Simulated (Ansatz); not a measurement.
## Mo2NO2 monolayer: relaxing the cell for a phonon run

Wanted: the relaxed cell of Mo2NO2 monolayer.

Method: DFT PBEsol, scalar-relativistic, plane waves, PAW; PAW set soft_1, in Ansatz 0.2.0.

## (1) Starting point

The cell holds 5 atoms: 1 N, 2 Mo and 2 O. Its edges and angles: a = 2.950 Å, b = 2.950 Å, c = 20.000 Å, α = 90.0°, β = 90.0°, γ = 120.0°. Vacuum lies along c.

Structure file:

```
N Mo O
1.0
     2.95000    0.00000    0.00000
    -1.47500    2.55477    0.00000
     0.00000    0.00000   20.00000
N Mo O
1 2 2
Cartesian
  0.0000 0.0000 10.0000
  0.0000 1.7032 11.2000
  1.4750 0.8516 8.8000
  1.4750 0.8516 12.2000
  0.0000 1.7032 7.8000
```

## (2) Probe on a coarse mesh

First a cheap look: the gap decides the mesh and the occupations, the pressure tells how far the cell has to move.

The program solves this slab on a cell height of its own, 32.6 Å, in place of the one typed.

File input.yaml:

```yaml
crystal:
  lattice:
    - [2.95, 0.0, 0.0]
    - [-1.475, 2.55477, 0.0]
    - [0.0, 0.0, 20.0]
  atoms:
    - { symbol: "N", position: [0.0, 0.0, 0.5] }
    - { symbol: Mo, position: [0.333333, 0.666667, 0.56] }
    - { symbol: Mo, position: [0.666667, 0.333333, 0.44] }
    - { symbol: O, position: [0.666667, 0.333333, 0.61] }
    - { symbol: O, position: [0.333333, 0.666667, 0.39] }
  periodic: [true, true, false]
kpoints:
  mp_grid: { grid: [9, 9, 1] }
hamiltonian:
  xc: pbesol
  pseudopotentials: { kind: paw, azcp: { folder: soft_1 }, xc_functional: pbe }
scf:
  occupations: { method: gaussian, width: 0.1 }
output:
  forces: true
  stress: true
  eigenvalues: true
```

The run is started by

```sh
> ansatz run input.yaml --threads 8 --pin off --max-ram 16384MiB --backend cpu --events-out ev --progress --plain --runs-dir out
```

Numbers of over 12 decimals in the logs are rounded to 6 here.

The log of the run:

```text
[...]
k-point 0: bands = [... 19 lower, -9.1242, -7.4252, -7.4252, -6.2006, -5.5478, -5.5478, -3.7710, -2.9478, ... 1 higher]
  k-point 1: bands = [... 19 lower, -9.2676, -7.2625, -6.7652, -6.2652, -5.4297, -5.1155, -3.8648, -3.0208, ... 1 higher]
  k-point 2: bands = [... 19 lower, -9.5135, -7.5150, -6.0929, -5.5854, -4.7617, -4.7373, -3.9683, -2.6681, ... 1 higher]
  k-point 11: bands = [... 19 lower, -10.4969, -6.2411, -5.7838, -5.7838, -4.0826, -4.0826, -4.0559, -1.1428, ... 1 higher]
[key lines of the parts left out:]
SCF converged after 9 iterations
Free energy (F): -11295.003996 eV
Fermi energy:    -5.217718 eV
P = ½ c Tr σ = 19.0729 N/m
```

Run time: 1.2 s. Hardware: 8 threads of Arm Neoverse V2, shared host; peak memory 0.7 GiB.

This run has no spin polarisation although its electron count is odd.

Numbers from this step:

| Quantity | Value |
| --- | --- |
| gap on the k-mesh | 0 eV |
| area per atom | 1.507 Å² |

The coarse mesh shows no gap.

## (3) Coarse relaxation

A rough relaxation comes first, because large forces or stress need no tight tolerances yet.

The program solves this slab on a cell height of its own, 32.6 Å, in place of the one typed.

Edit input.yaml of step 2 so:

```diff
@@ -23 +23,6 @@
   eigenvalues: true
+relax:
+  adjacent_minimum: "off"
+  f_tol: 0.05
+  max_steps: 80
+  cell: { stress_2d_tol: 0.02 }
```

The log of the run:

```text
[...]
Crystal: 5 atoms, lattice volume = 245.692 Å³
Basis set: ecut = 420 eV, 4717 PW (Γ), exchange–correlation on 40×40×450 points (8 copies of the dense FFT grid, shifted against one another)
Bands: 28, of which v1, the nominal top of the filled ones, is band 23 counted from 1 (22 counted from 0)
Symmetry: 12 space group operations
[...]
cell:  # Å, volume = 275.8492 Å³
    - [3.125804, 0.0, 0]
    - [-1.562902, 2.707026, 0]
    - [0, 0, 32.6]
  atoms:
    - { symbol: N, position: [0, 0, 0.306748] }
    - { symbol: Mo, position: [0.333333, 0.666667, 0.338564] }
    - { symbol: Mo, position: [0.666667, 0.333333, 0.274933] }
    - { symbol: O, position: [0.666667, 0.333333, 0.370098] }
    - { symbol: O, position: [0.333333, 0.666667, 0.243399] }
[key lines of the parts left out:]
SCF converged after 8 iterations
Free energy (F): -11295.851805 eV
Fermi energy:    -6.075393 eV
P = ½ c Tr σ = 0.0062 N/m
```

It took 14 s on 8 threads; peak memory 0.81 GiB; 95 s of CPU time.

Step by step:

| step | energy less that of the first step (eV) | largest force component (eV/Å) | volume (Å³) |
| --- | --- | --- | --- |
| 1 | 0.0000 | 2.3750 | 245.69 |
| 2 | -0.3928 | 1.0737 | 257.35 |
| 3 | -0.7208 | 1.2989 | 272.90 |
| 4 | -0.4367 | 2.0345 | 292.99 |
| 5 | -0.7464 | 0.6530 | 268.08 |
| 6 | -0.8109 | 0.3179 | 276.27 |
| 7 | -0.8155 | 0.0105 | 274.86 |
| 8 | -0.8155 | 0.0033 | 274.84 |
| 9* | -0.8471 | 0.0019 | 274.84 |
| 10 | -0.8473 | 0.0047 | 275.76 |
| 11 | -0.8473 | 0.0003 | 275.85 |
| 12* | -0.8478 | 0.0003 | 275.85 |

Relaxation steps marked * repeat the geometry before them on a plane-wave basis chosen anew for their cell, so energy and pressure can jump there. Relaxation step 4 was tried and not accepted.

Forces are held to the 12 operations that the run works with; a distortion that breaks them can't arise in this run.

| cell as run | before | after | change |
| --- | --- | --- | --- |
| a (Å) | 2.950 | 3.126 | +6.0 % |
| b (Å) | 2.950 | 3.126 | +6.0 % |

The atoms that moved most (Å, along periodic axes as changes of fractional coordinates times the final cell, across vacuum about the mean position):

| atom | dx | dy | dz | length |
| --- | --- | --- | --- | --- |
| Mo3 | 0.000 | 0.000 | 0.163 | 0.163 |
| Mo2 | 0.000 | 0.000 | -0.163 | 0.163 |
| O4 | 0.000 | 0.000 | -0.135 | 0.135 |
| O5 | 0.000 | 0.000 | 0.135 | 0.135 |

The relaxed structure:

```xyz
5
Lattice="3.1258 0.0000 0.0000 -1.5629 2.7070 0.0000 0.0000 0.0000 32.6000" Properties=species:S:1:pos:R:3
N     0.0000    0.0000   10.0000
Mo    0.0000    1.8047   11.0372
Mo    1.5629    0.9023    8.9628
O     1.5629    0.9023   12.0652
O     0.0000    1.8047    7.9348
```

This step gave:

- area per atom: 1.692 Å²

The relaxation ends with a largest force component of 2.8e-4 eV/Å.

## (4) Relaxation

Harmonic phonons are second derivatives at a point where the forces vanish, and they are wanted at zero stress, so atoms and cell are relaxed first.

File input.yaml:

```yaml
crystal:
  lattice:
    - [3.1258039277, 0.0, 0.0]
    - [-1.5629019638, 2.7070256086, 0.0]
    - [0.0, 0.0, 32.6]
  atoms:
    - { symbol: "N", position: [0.0, 0.0, 0.3067484663] }
    - { symbol: Mo, position: [0.3333333333, 0.6666666667, 0.3385642378] }
    - { symbol: Mo, position: [0.6666666667, 0.3333333333, 0.2749326948] }
    - { symbol: O, position: [0.6666666667, 0.3333333333, 0.3700978502] }
    - { symbol: O, position: [0.3333333333, 0.6666666667, 0.2433990823] }
  periodic: [true, true, false]
kpoints:
  mp_grid: { grid: [15, 15, 1] }
hamiltonian:
  xc: pbesol
  pseudopotentials: { kind: paw, azcp: { folder: soft_1 }, xc_functional: pbe }
scf:
  occupations: { method: gaussian, width: 0.1 }
output:
  forces: true
  stress: true
  eigenvalues: true
  write_density: true
  write_potential: true
  elf: true
  volumetric_format: npy
relax:
  adjacent_minimum: "off"
  f_tol: 0.005
  max_steps: 80
  cell: { stress_2d_tol: 0.02 }
```

The log of the run:

```text
[...]
Crystal: 5 atoms, lattice volume = 275.849 Å³
Basis set: ecut = 420 eV, 5353 PW (Γ), exchange–correlation on 48×48×450 points (8 copies of the dense FFT grid, shifted against one another)
Bands: 28, of which v1, the nominal top of the filled ones, is band 23 counted from 1 (22 counted from 0)
Symmetry: 12 space group operations
[...]
k-points: 27 of 225
[...]
SCF iter   1: F=—  HF=-11304.018304 eV  |F-HF|=—  |Δ(HF+E_count)|=         —  Δρ=9.80e-2  dr2=3.14e1  ethr=3.10e-3  ⟨swp⟩=13.4  Hψ=5879  notcnv=0
[...]
SCF iter  11: F=-11295.842705 eV  HF=-11295.842705 eV  |F-HF|=3.19e-9  |Δ(HF+E_count)|=   4.86e-8  Δρ=2.03e-7  dr2=6.07e-11  ethr=3.09e-12  ⟨swp⟩=12.3  Hψ=7234  notcnv=0
SCF 1 converged in 11 iterations: F = -11295.842705 eV  dr2 = 6.07e-11
[...]
relax step   1: F+E_penalty+E_count = -11295.84270523 eV  Δ(F+E_penalty+E_count) = +0.000e0 eV  max|allowed force component| = 2.409e-2 eV/Å  Δτ_max = 0.0000 Å  P = +0.129 N/m  Ω = 275.849 Å³  fix = [c, alpha, beta]  reactions: c +0.000 N/m  (11 SCF iters, dr2 threshold 1.00e-7 eV, accepted)
Crystal: 5 atoms, lattice volume = 276.178 Å³
[...]
SCF iter   5: F=-11295.842568 eV  HF=-11295.842568 eV  |F-HF|=7.88e-8  |Δ(HF+E_count)|=   9.23e-8  Δρ=1.28e-6  dr2=2.72e-9  ethr=8.06e-11  ⟨swp⟩=20.0  Hψ=9157  notcnv=0
SCF 2 converged in 5 iterations: F = -11295.842568 eV  dr2 = 2.72e-9
relax step   2: F+E_penalty+E_count = -11295.84256786 eV  Δ(F+E_penalty+E_count) = +1.374e-4 eV  max|allowed force component| = 1.770e-2 eV/Å  Δτ_max = 0.0029 Å  P = -0.010 N/m  Ω = 276.178 Å³  energy of the carried Pulay correction = -1.517e-4 eV  fix = [c, alpha, beta]  reactions: c -0.000 N/m  (5 SCF iters, dr2 threshold 3.63e-8 eV, accepted)
Crystal: 5 atoms, lattice volume = 276.060 Å³
[...]
SCF iter   4: F=-11295.842655 eV  HF=-11295.842655 eV  |F-HF|=3.84e-8  |Δ(HF+E_count)|=   1.51e-8  Δρ=2.96e-6  dr2=1.57e-8  ethr=4.35e-11  ⟨swp⟩=17.5  Hψ=9528  notcnv=0
SCF 3 converged in 4 iterations: F = -11295.842655 eV  dr2 = 1.57e-8
relax step   3: F+E_penalty+E_count = -11295.84265507 eV  Δ(F+E_penalty+E_count) = -8.721e-5 eV  max|allowed force component| = 1.156e-3 eV/Å  Δτ_max = 0.0016 Å  P = +0.009 N/m  Ω = 276.060 Å³  energy of the carried Pulay correction = -9.760e-5 eV  fix = [c, alpha, beta]  reactions: c +0.000 N/m  (4 SCF iters, dr2 threshold 1.96e-8 eV, accepted)
[...]
SCF iter   1: F=—  HF=-11295.842788 eV  |F-HF|=—  |Δ(HF+E_count)|=         —  Δρ=1.22e-5  dr2=2.77e-8  ethr=3.79e-7  ⟨swp⟩=6.6  Hψ=9928  notcnv=0
eigensolver tolerance schedule: the retry pair's looser diagonalisation over-reported the residual by 6150.43 of it (diagonalisation noise at 3.04 of the residual, at the tolerance the schedule requests for it); recorded, not acted on — ethr = c·dr2/N_el stays at c = 1.0e-1
SCF iter   2: F=—  HF=-11295.842744 eV  |F-HF|=—  |Δ(HF+E_count)|=   4.47e-5  Δρ=3.39e-6  dr2=3.28e-8  ethr=6.16e-11  ⟨swp⟩=6.4  Hψ=3413  notcnv=0
[...]
SCF iter   6: F=-11295.842744 eV  HF=-11295.842744 eV  |F-HF|=2.73e-10  |Δ(HF+E_count)|=   1.83e-8  Δρ=2.26e-8  dr2=7.91e-13  ethr=1.00e-12  ⟨swp⟩=17.1  Hψ=6424  notcnv=0
SCF 4 converged in 6 iterations: F = -11295.842744 eV  dr2 = 7.91e-13
relax step   4: F+E_penalty+E_count = -11295.84274373 eV  Δ(F+E_penalty+E_count) = -8.866e-5 eV  max|allowed force component| = 1.071e-3 eV/Å  Δτ_max = 0.0000 Å  P = +0.012 N/m  Ω = 276.060 Å³  fix = [c, alpha, beta]  reactions: c +0.000 N/m  stress off target by 1.17e-2 N/m on what of the cell is left free  SCF on the basis re-selected at this cell (its energy is not comparable with the rows above)  (6 SCF iters)
[...]
WARN: The output density's exchange-correlation potential varies sharply where the density is thin. Do not read a vacuum level from v_tot or v_xc, or from such a field of the output density. On a cell that repeats whose density bears no net charge and no dipole along the vacuum's axis use v_es (v_loc + v_h of the components); under efield.dipole_correction with no amplitude use v_es + v_field, which holds any externa [...]
SCF converged after 6 iterations
Free energy (F): -11295.842744 eV
[...]
Internal energy: -11295.830344 eV  (E = F + TS)
E sigma→0 (E₀):  -11295.836544 eV
Entropy (-TS):   -0.012400 eV (-2.480 meV/atom)
Fermi energy:    -6.095294 eV
[...]
--- Forces (eV/Å), atoms counted from 1 ---
  atom   1  N     -0.00000000    -0.00000000     0.00000000
  atom   2  Mo    -0.00000000     0.00000000    -0.00013015
  atom   3  Mo     0.00000000    -0.00000000     0.00013015
  atom   4  O     -0.00000000     0.00000000     0.00107058
  atom   5  O      0.00000000    -0.00000000    -0.00107058
  max |Σ_I F_I| component: 4.63e-18 eV/Å
--- 2D stress c σ (N/m, compression-positive) ---
        0.011718       0.000000       0.000000
        0.000000       0.011718       0.000000
        0.000000       0.000000       0.000000
  P = ½ c Tr σ = 0.0117 N/m
--- Band table (eV; the first three rows and the last of 27) ---
  k-point 0: bands = [... 19 lower, -9.1687, -8.6703, -8.6703, -6.4189, -5.3387, -5.3387, -4.4365, -3.4747, ... 1 higher]
  k-point 1: bands = [... 19 lower, -9.0580, -8.2915, -8.2530, -6.5591, -5.3025, -5.1713, -4.4168, -3.5564, ... 1 higher]
  k-point 2: bands = [... 19 lower, -8.9550, -7.9904, -7.7170, -6.6329, -5.1582, -4.9199, -4.3644, -3.6456, ... 1 higher]
  k-point 26: bands = [... 19 lower, -10.2411, -6.9660, -6.9660, -6.8181, -4.4851, -4.4851, -3.8417, -2.1234, ... 1 higher]
--- Relaxed structure (3 steps of the walk, 3 accepted, 1 SCFs on fresh bases) ---
[...]
cell:  # Å, volume = 276.0604 Å³
    - [3.127000, -2.887870727399289e-11, 0]
    - [-1.563500, 2.708062, 0]
    - [0, 0, 32.6]
  atoms:
    - { symbol: N, position: [0, 0, 0.30674846628] }
    - { symbol: Mo, position: [0.333333, 0.666667, 0.338534] }
    - { symbol: Mo, position: [0.666667, 0.333333, 0.274963] }
    - { symbol: O, position: [0.666667, 0.333333, 0.370058] }
    - { symbol: O, position: [0.333333, 0.666667, 0.243439] }
```

Elapsed: 10 s, on 8 threads; peak memory 0.91 GiB; 75 s of CPU time.

Little changed from the start: no atom moved by 0.005 Å and no cell edge by 0.1 %.

This step gave:

```
area per atom : 1.694 Å²
```

ELF in the ac plane at fractional y = 0.333, with atoms of Mo and O within 0.2 Å of it. It is the smooth field of the valence electrons, not physical close to the nuclei.

Values, 24 rows by 16 columns, each cell a mean:
```
0.00 0.00 0.00 0.00 0.00 0.00 0.00 0.00 0.00 0.00 0.00 0.00 0.00 0.00 0.00 0.00
0.00 0.00 0.00 0.00 0.00 0.00 0.00 0.00 0.00 0.00 0.00 0.00 0.00 0.00 0.00 0.00
0.00 0.00 0.00 0.00 0.00 0.00 0.00 0.00 0.00 0.00 0.00 0.00 0.00 0.00 0.00 0.00
0.00 0.00 0.00 0.00 0.00 0.00 0.00 0.00 0.00 0.00 0.00 0.00 0.00 0.00 0.00 0.00
0.00 0.00 0.00 0.00 0.00 0.00 0.00 0.00 0.00 0.00 0.00 0.00 0.00 0.00 0.00 0.00
0.00 0.00 0.00 0.00 0.00 0.00 0.00 0.00 0.00 0.00 0.00 0.00 0.00 0.00 0.00 0.00
0.00 0.00 0.00 0.00 0.00 0.00 0.00 0.00 0.00 0.00 0.00 0.00 0.00 0.00 0.00 0.00
0.00 0.00 0.00 0.00 0.00 0.00 0.00 0.00 0.00 0.00 0.00 0.00 0.00 0.00 0.00 0.00
0.00 0.00 0.00 0.00 0.00 0.00 0.00 0.00 0.00 0.00 0.00 0.00 0.00 0.00 0.00 0.00
0.00 0.00 0.00 0.00 0.00 0.00 0.00 0.00 0.00 0.00 0.00 0.00 0.00 0.00 0.00 0.00
0.00 0.00 0.00 0.00 0.00 0.00 0.00 0.00 0.00 0.00 0.00 0.00 0.00 0.00 0.00 0.00
0.00 0.00 0.00 0.00 0.00 0.00 0.00 0.00 0.00 0.00 0.00 0.00 0.00 0.00 0.00 0.00
0.00 0.00 0.00 0.00 0.00 0.00 0.00 0.00 0.00 0.00 0.00 0.00 0.00 0.00 0.00 0.00
0.01 0.00 0.00 0.00 0.00 0.01 0.02 0.04 0.06 0.08 0.09 0.09 0.08 0.07 0.04 0.02
0.26 0.09 0.03 0.03 0.06 0.19 0.40 0.58 0.67 0.71 0.70 0.70 0.71 0.69 0.62 0.47
0.21 0.20 0.24 0.26 0.23 0.21 0.29 0.43 0.53 0.55 0.50 0.49 0.54 0.55 0.47 0.33
0.29 0.35 0.38 0.38 0.35 0.30 0.25 0.24 0.27 0.32 0.35 0.35 0.33 0.29 0.25 0.25
0.19 0.23 0.29 0.29 0.25 0.20 0.25 0.44 0.60 0.65 0.60 0.58 0.64 0.63 0.51 0.30
0.30 0.41 0.46 0.47 0.43 0.34 0.22 0.13 0.09 0.09 0.10 0.11 0.09 0.08 0.09 0.17
0.02 0.03 0.03 0.03 0.03 0.02 0.01 0.01 0.00 0.00 0.00 0.00 0.00 0.00 0.00 0.01
0.00 0.00 0.00 0.00 0.00 0.00 0.00 0.00 0.00 0.00 0.00 0.00 0.00 0.00 0.00 0.00
0.00 0.00 0.00 0.00 0.00 0.00 0.00 0.00 0.00 0.00 0.00 0.00 0.00 0.00 0.00 0.00
0.00 0.00 0.00 0.00 0.00 0.00 0.00 0.00 0.00 0.00 0.00 0.00 0.00 0.00 0.00 0.00
0.00 0.00 0.00 0.00 0.00 0.00 0.00 0.00 0.00 0.00 0.00 0.00 0.00 0.00 0.00 0.00
```
Columns run along a (3.1 Å), rows up along c (32.6 Å). Atoms in or near the plane, at fractional coordinates: Mo at (0.67, 0.27), O at (0.67, 0.37).

Electrostatic potential energy in the ac plane at fractional y = 0.333, with atoms of Mo and O within 0.2 Å of it. With pseudopotentials it is smooth inside the atoms' cores, unlike the true potential.

Values in eV, 24 rows by 16 columns, each cell a mean:
```
  0   0   0   0   0   0   0   0   0   0   0   0   0   0   0   0
  0   0   0   0   0   0   0   0   0   0   0   0   0   0   0   0
  0   0   0   0   0   0   0   0   0   0   0   0   0   0   0   0
  0   0   0   0   0   0   0   0   0   0   0   0   0   0   0   0
  0   0   0   0   0   0   0   0   0   0   0   0   0   0   0   0
  0   0   0   0   0   0   0   0   0   0   0   0   0   0   0   0
  0   0   0   0   0   0   0   0   0   0   0   0   0   0   0   0
  0   0   0   0   0   0   0   0   0   0   0   0   0   0   0   0
  0   0   0   0   0   0   0   0   0   0   0   0   0   0   0   0
  0   0   0   0   0   0   0   0   0   0   0   0   0   0   0   0
  0   0   0   0   0   0   0   0   0   0   0   0   0   0   0   0
  0   0   0   0   0   0   0   0   0   0   0   0   0   0   0   0
  0   0   0   0   0   0   0   0   0   0   0   0   0   0   0   0
  0   0   0   0   0   0   0   0   0   0   0   0   0   0   0   0
 -2  -2  -2  -2  -2  -2  -2  -4 -10 -15 -16 -17 -15 -12  -5  -2
-13 -17 -20 -20 -18 -15 -12 -12 -18 -21 -22 -23 -22 -20 -13 -10
-12 -12 -14 -14 -13 -12 -12 -15 -17 -18 -19 -20 -19 -17 -15 -13
-14  -9  -7  -7  -8 -12 -22 -32 -34 -36 -36 -36 -36 -35 -33 -26
 -2  -2  -2  -2  -2  -2  -3  -4  -5  -6  -7  -7  -6  -5  -4  -3
  0   0   0   0   0   0   0   0   0   0   0   0   0   0   0   0
  0   0   0   0   0   0   0   0   0   0   0   0   0   0   0   0
  0   0   0   0   0   0   0   0   0   0   0   0   0   0   0   0
  0   0   0   0   0   0   0   0   0   0   0   0   0   0   0   0
  0   0   0   0   0   0   0   0   0   0   0   0   0   0   0   0
```
Columns run along a (3.1 Å; values clipped at the 3rd and 97th percentile), rows up along c (32.6 Å). Atoms in or near the plane, at fractional coordinates: Mo at (0.67, 0.27), O at (0.67, 0.37).

Valence density in the ac plane at fractional y = 0.333, with atoms of Mo and O within 0.2 Å of it. It is the smooth field of the valence electrons, not physical close to the nuclei.

Ten steps, logarithmic in the rise over the least value, from '_' (0.0 e/Å³) to '@' (5.4 e/Å³), each cell a mean:
```
________________________________
________________________________
________________________________
________________________________
________________________________
________________________________
________________________________
________________________________
________________________________
________________________________
________________________________
________________________________
________________________________
________________________________
::........::--==++##%%%%##**==--
==++++++++====++**##%%%%%%##++++
++++++++++++==++++********++++==
============++##%%@@@@@@@@@@##**
::----------::::::::::::::::::::
________________________________
________________________________
________________________________
________________________________
________________________________
```
Columns run along a (3.1 Å), rows up along c (32.6 Å). Atoms in or near the plane, at fractional coordinates: Mo at (0.67, 0.27), O at (0.67, 0.37).

(Part 1 of 2 ends here.)

[Logs are printed without paths, hosts, clocks, repeated set-up lines and the standing remarks that a program may print on its own settings, such as how far it seeks lower states.]

[Hosts, paths, dates, database ids (printed as entryN), source tags and the programs' standing remarks are cut or masked in the printed files.]
